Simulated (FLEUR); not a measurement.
# MnS (Browneite): which magnetic order is lowest

Does MnS (Browneite) prefer parallel or opposed moments?

Method: PBEsol with U = 4.9 eV, J = 0.9 eV on Mn d; all-electron FLAPW, Dirac cores, scalar-relativistic bands, in FLEUR MaX-R8.1.

### 1. Starting point

Symmetry: F-43m, No. 216, cubic system. The conventional cell has a = 5.600 Å, b = 5.600 Å, c = 5.600 Å, α = 90.00°, β = 90.00°, γ = 90.00°. Nearest to Mn lie 4 S at 2.42 Å. Nearest to S lie 4 Mn at 2.42 Å. Farther neighbours and most contacts between anions are not listed.

Structure file:

```cif
data_structure
_symmetry_space_group_name_H-M 'F-43m'
_symmetry_Int_Tables_number 216
_cell_length_a 5.6000
_cell_length_b 5.6000
_cell_length_c 5.6000
_cell_angle_alpha 90.000
_cell_angle_beta 90.000
_cell_angle_gamma 90.000
_cell_volume 175.62
loop_
_atom_site_label
_atom_site_type_symbol
_atom_site_symmetry_multiplicity
_atom_site_Wyckoff_symbol
_atom_site_fract_x
_atom_site_fract_y
_atom_site_fract_z
_atom_site_occupancy
Mn1 Mn 4 a 0.00000 0.00000 0.00000 1
S1 S 4 d 0.25000 0.25000 0.75000 1
```

### 2. Run 1 (ferro +)

The parallel start comes first: it shows whether parallel moments hold. The U counters the self-interaction that shrinks the moments of a localised shell.

inpgen writes inp.xml from crystal.txt; cutoffs, mixing, functional, smearing and local orbitals are then set in the file. The k list default-1 (kpts.xml, not shown) is a Γ-centred 6×6×6 mesh; where the ranks do not divide the number of points, some are split in two of half the weight.

Contents of inp.xml:

```
<?xml version="1.0" encoding="UTF-8" standalone="no"?>
<fleurInput fleurInputVersion="0.39">
   <comment>
      MnS
   </comment>
   <calculationSetup>
      <cutoffs Kmax="4.26" Gmax="12.8" GmaxXC="12.8" numbands="0"/>
      <scfLoop itmax="130" minDistance="0.0001" maxIterBroyd="15" imix="Anderson" alpha="0.05" precondParam="0.0" spinf="2.0" sdNocoIR="T"/>
      <coreElectrons ctail="T" frcor="F" kcrel="0" coretail_lmax="0"/>
      <xcFunctional name="PBEs" relativisticCorrections="F"/>
      <magnetism jspins="2"/>
      <soc l_soc="F" theta="0.0" phi="0.0" spav="F"/>
      <expertModes spex="0" secvar="F"/>
      <geometryOptimization l_f="F" forcealpha="1.0" forcemix="BFGS" epsdisp="0.00001" epsforce="0.00001"/>
      <ldaU l_linMix="F" mixParam="0.05" spinf="1.0"/>
   </calculationSetup>
   <cell>
      <bzIntegration valenceElectrons="21.0" mode="hist" fermiSmearingEnergy="0.00293995">
         <kPointListSelection listName="default-1"/>
         <xi:include xmlns:xi="http://www.w3.org/2001/XInclude" href="kpts.xml"> </xi:include>
      </bzIntegration>
      <xi:include xmlns:xi="http://www.w3.org/2001/XInclude" href="sym.xml"> </xi:include>
      <bulkLattice scale="1.0">
         <bravaisMatrix>
            <row-1>    0.0000000000000000     5.2912331488799991     5.2912331488799991</row-1>
            <row-2>    5.2912331488799991     0.0000000000000000     5.2912331488799991</row-2>
            <row-3>    5.2912331488799991     5.2912331488799991     0.0000000000000000</row-3>
         </bravaisMatrix>
      </bulkLattice>
   </cell>
   <atomSpecies>
      <species name="Manganese 4.500" element="Mn" atomicNumber="25">
         <mtSphere radius="2.7" gridPoints="893" logIncrement="0.014"/>
         <atomicCutoffs lmax="10" lnonsphr="8"/>
         <electronConfig flipSpins="F">
            <coreConfig>(1s1/2) (2s1/2) (2p1/2) (2p3/2)</coreConfig>
            <valenceConfig>(3s1/2) (3p1/2) (3p3/2) (4s1/2) (3d3/2) (3d5/2)</valenceConfig>
            <stateOccupation state="(3d3/2)" spinUp="1.75" spinDown="0.25"/>
            <stateOccupation state="(3d5/2)" spinUp="3.0" spinDown="0.0"/>
         </electronConfig>
         <energyParameters s="4" p="4" d="3" f="4"/>
         <ldaU l="2" U="4.9" J="0.9" l_amf="F"/>
         <lo type="SCLO" l="0" n="3" eDeriv="0"/>
         <lo type="SCLO" l="1" n="3" eDeriv="0"/>
      </species>
      <species name="Sulfur (S)" element="S" atomicNumber="16">
         <mtSphere radius="1.76" gridPoints="583" logIncrement="0.02"/>
         <atomicCutoffs lmax="6" lnonsphr="4"/>
         <electronConfig flipSpins="F">
            <coreConfig>(1s1/2) (2s1/2) (2p1/2) (2p3/2)</coreConfig>
            <valenceConfig>(3s1/2) (3p1/2) (3p3/2)</valenceConfig>
            <stateOccupation state="(3p1/2)" spinUp="0.666667" spinDown="0.666667"/>
            <stateOccupation state="(3p3/2)" spinUp="1.333333" spinDown="1.333333"/>
         </electronConfig>
         <energyParameters s="3" p="3" d="3" f="4"/>
      </species>
   </atomSpecies>
   <atomGroups>
      <atomGroup species="Manganese 4.500">
         <relPos label="                   1">.0000000000 .0000000000 .0000000000</relPos>
         <force calculate="T" relaxXYZ="TTT"/>
      </atomGroup>
      <atomGroup species="Sulfur (S)">
         <relPos label="                   2">1.000/4.000 1.000/4.000 1.000/4.000</relPos>
         <force calculate="T" relaxXYZ="TTT"/>
      </atomGroup>
   </atomGroups>
   <output dos="F" band="F" slice="F">
      <bandDOS minEnergy="-.5*Htr" maxEnergy="0.5*Htr" sigma="0.015" storeEVData="T"/>
      <plotting iplot="0" polar="F">
         <plot TwoD="T" vec1="  1.0  0.0  0.0" vec2="  0.0  1.0  0.0" vec3="  0.0  0.0  1.0" zero="  0.0  0.0  0.0" file="plot"/>
      </plotting>
      <moessbauerParams electricFieldGradient="F" isomerShift="F" coreHyperfine="F" valenceHyperfine="F"/>
   </output>
</fleurInput>
```

Contents of crystal.txt:

```
MnS
&input film=F cartesian=F /
0.00000000000  2.80000000000  2.80000000000
2.80000000000  0.00000000000  2.80000000000
2.80000000000  2.80000000000  0.00000000000
1.8897261246
1.0 1.0 1.0

2
25 0.00000000000  0.00000000000  0.00000000000 : 4.500
16 0.25000000000  0.25000000000  0.25000000000

&kpt div1=6 div2=6 div3=6 gamma=T /
```

The run is started by

```sh
> OMP_NUM_THREADS=1 inpgen -f crystal.txt > inpgen.log  # inp.xml is then edited as shown
> OMP_NUM_THREADS=1 mpirun -n 4 fleur_MPI > fleur.log
```

The program printed:

```text
Welcome to FLEUR        (www.flapw.de)
      MaX-Release 8.1          (www.max-centre.eu)

 ========== k-point set info ==========
 Selected k-point list: default-1
 k-point list type: mesh
 6 x 6 x 6
 Number of k points: 16

 ------------Calculation Setup---------------------------
 Number of MPI-tasks      :            4
 Number of PE/node        :            4
 Number of OMP-threads    :            1
 k-points in parallel     :            4
 pe's per k-point         :            1
 No of k-point loops      :            4
 Eigenvalue solver        :       lapack
 Number of basis functions:          409
 Approximate size of matrices (H+S) per k-point:         0.005 GB
 --------------------------------------------------------
 no density matrix found ... skipping LDA+U
 Reset of history
 Iteration:     1   Distance:       8.81417155 me/bohr^3
 Iteration:     2   Distance:       8.44218978 me/bohr^3
 Iteration:     3   Distance:       7.77853360 me/bohr^3
 Iteration:     4   Distance:       4.05914500 me/bohr^3
 Iteration:     5   Distance:       2.07556262 me/bohr^3
 Iteration:     6   Distance:       1.58352953 me/bohr^3
 Iteration:     7   Distance:       0.36188541 me/bohr^3
 Iteration:     8   Distance:       0.30307761 me/bohr^3
 Iteration:     9   Distance:       0.05248243 me/bohr^3
 Iteration:    10   Distance:       0.04928355 me/bohr^3
 Iteration:    11   Distance:       0.00956454 me/bohr^3
 Iteration:    12   Distance:       0.00743344 me/bohr^3
 Iteration:    13   Distance:       0.00147007 me/bohr^3
 Iteration:    14   Distance:       0.00111218 me/bohr^3
 Iteration:    15   Distance:       0.00028776 me/bohr^3
 Iteration:    16   Distance:       0.00002711 me/bohr^3

 ********************************************************************
 Run finished successfully
 Stop message:
   all done
 ********************************************************************

--- out.xml (last complete iteration) ---
<iteration numberForCurrentRun="   16" overallNumber="   16">
         [... left out ...]
         <bandgap value="1.1011430182" units="eV"/>
         <sumValenceSingleParticleEnergies value="-15.2653593559" units="Htr"/>
         <FermiEnergy value="0.1931860688" units="Htr"/>
         <valenceDensity>
            <mtCharges spin="1">
               <mtCharge atomType="1" total="9.4836310" s="1.2615080" p="3.3129031" d="4.8651558" f="0.0313459"/>
               <mtCharge atomType="2" total="1.5617226" s="0.5524918" p="0.9934466" d="0.0144594" f="0.0011055"/>
            </mtCharges>
            <mtCharges spin="2">
               <mtCharge atomType="1" total="4.7583184" s="1.1927742" p="3.2206367" d="0.3019326" f="0.0302186"/>
               <mtCharge atomType="2" total="1.5258999" s="0.5476998" p="0.9758055" d="0.0022632" f="0.0000864"/>
            </mtCharges>
            <spinDependentCharge spin="1" total="12.9999858" interstitial="1.9546321" mtSpheres="11.0453536"/>
            <spinDependentCharge spin="2" total="8.0000142" interstitial="1.7157959" mtSpheres="6.2842183"/>
            <totalCharge value="21.0000000000"/>
         </valenceDensity>
         [... left out ...]
         <allElectronCharges>
            <spinDependentCharge spin="1" total="22.9999858" interstitial="1.9552629" mtSpheres="21.0447228"/>
            <spinDependentCharge spin="2" total="18.0000142" interstitial="1.7164258" mtSpheres="16.2835884"/>
            <totalCharge value="40.9999999930"/>
         </allElectronCharges>
         <magneticMomentsInMTSpheres units="muBohr">
            <globalMagMoment atomType="1" vec="0.00000   0.00000   4.72531"/>
            <localMagMoment atomType="1" vec="0.00000   0.00000   4.72531"/>
            <globalMagMoment atomType="2" vec="0.00000   0.00000   0.03582"/>
            <localMagMoment atomType="2" vec="0.00000   0.00000   0.03582"/>
         </magneticMomentsInMTSpheres>
         <moessbauerParams unitsHFF="kG" unitsIS="e/bohr^3" unitsEFG="Htr/bohr^2">
         </moessbauerParams>
         <totalEnergy value="    -1556.1068052304" units="Htr">
            <sumOfEigenvalues value="     -898.7854284402">
               <coreElectrons value="-883.5200690843"/>
               <valenceElectrons value="-15.2653593559"/>
            </sumOfEigenvalues>
            <densityCoulombPotentialIntegral value="-2371.0810494898"/>
            <densityEffectivePotentialIntegral value="-2470.8474419664"/>
            <chargeDenXCDenIntegral value="-76.2646573274"/>
            <FockExchangeEnergyValence value="0.0000000000"/>
            <FockExchangeEnergyCore value="0.0000000000"/>
            <atomTypeDependentContributions atomType="1">
               <electronNucleiInteractionDifferentMTs value="1382.1009568761"/>
               <MadelungTerm value="-5.8716439606"/>
            </atomTypeDependentContributions>
            <atomTypeDependentContributions atomType="2">
               <electronNucleiInteractionDifferentMTs value="466.2438977426"/>
               <MadelungTerm value="-12.4968051153"/>
            </atomTypeDependentContributions>
            <dftUCorrection value="-0.3496670102"/>
            <tkbTimesEntropy value="0.0000006598"/>
            <freeEnergy value="-1556.1068058901"/>
            <extrapolationTo0K value="-1556.1068055603"/>
         </totalEnergy>
         <ldaUDensityMatrix>
            <densityMatrixFor spin="1" atomType="1" uIndex="1" l="2" U="4.90000000" J="0.90000000">
               (+0.97161,+0.00000) (+0.00000,+0.00000) (+0.00000,+0.00000) (+0.00000,+0.00000) (-0.00709,+0.00000)
               (+0.00000,+0.00000) (+0.97870,+0.00000) (+0.00000,+0.00000) (+0.00000,+0.00000) (+0.00000,+0.00000)
               (+0.00000,+0.00000) (+0.00000,+0.00000) (+0.96452,+0.00000) (+0.00000,+0.00000) (+0.00000,+0.00000)
               (+0.00000,+0.00000) (+0.00000,+0.00000) (+0.00000,+0.00000) (+0.97870,+0.00000) (+0.00000,+0.00000)
               (-0.00709,+0.00000) (+0.00000,+0.00000) (+0.00000,+0.00000) (+0.00000,+0.00000) (+0.97161,+0.00000)
            </densityMatrixFor>
            <densityMatrixFor spin="2" atomType="1" uIndex="1" l="2" U="4.90000000" J="0.90000000">
               (+0.05425,+0.00000) (+0.00000,+0.00000) (+0.00000,+0.00000) (+0.00000,+0.00000) (-0.03069,+0.00000)
               (+0.00000,+0.00000) (+0.08494,+0.00000) (+0.00000,+0.00000) (+0.00000,+0.00000) (+0.00000,+0.00000)
               (+0.00000,+0.00000) (+0.00000,+0.00000) (+0.02356,+0.00000) (+0.00000,+0.00000) (+0.00000,+0.00000)
               (+0.00000,+0.00000) (+0.00000,+0.00000) (+0.00000,+0.00000) (+0.08494,+0.00000) (+0.00000,+0.00000)
               (-0.03069,+0.00000) (+0.00000,+0.00000) (+0.00000,+0.00000) (+0.00000,+0.00000) (+0.05425,+0.00000)
            </densityMatrixFor>
         </ldaUDensityMatrix>
         <ldaUDensityMatrixConvergence>
            <distance spin="1" distance="0.000001"/>
            <distance spin="2" distance="0.000000"/>
         </ldaUDensityMatrixConvergence>
         <densityConvergence units="me/bohr^3">
            <chargeDensity spin="1" distance="0.0000130980"/>
            <chargeDensity spin="2" distance="0.0000230230"/>
            <overallChargeDensity distance="0.0000271080"/>
            <spinDensity distance="0.0000258532"/>
         </densityConvergence>
      </iteration>
```

Elapsed: 20 s, on 4 MPI ranks of Intel Xeon 6975P-C (Granite Rapids), shared host; peak memory 0.26 GiB; 77 s of CPU time.

This step gave:

* free energy: -42343.8233 eV
* program's band gap on this mesh (in a metal only a level spacing): 1.101 eV
* magnetization: 5 μB
* final state: ferromagnetic
* largest moment: 4.725 μB

After 16 cycles the largest moment stands at 4.73 μB.

(Continued in part 2 of 2.)

[Logs and program files are shortened in this print: banners, set-up blocks, solver, clock and traceback lines can be left out without a mark of their own.]

[Logs are printed without paths, hosts, clocks, repeated set-up lines and the standing remarks that a program may print on its own settings, such as how far it seeks lower states.]

[Hosts, paths, dates, database ids (printed as entryN), source tags and the programs' standing remarks are cut or masked in the printed files.]

[Where a cell is said to come from a database of computed structures, the database is the Materials Project.]
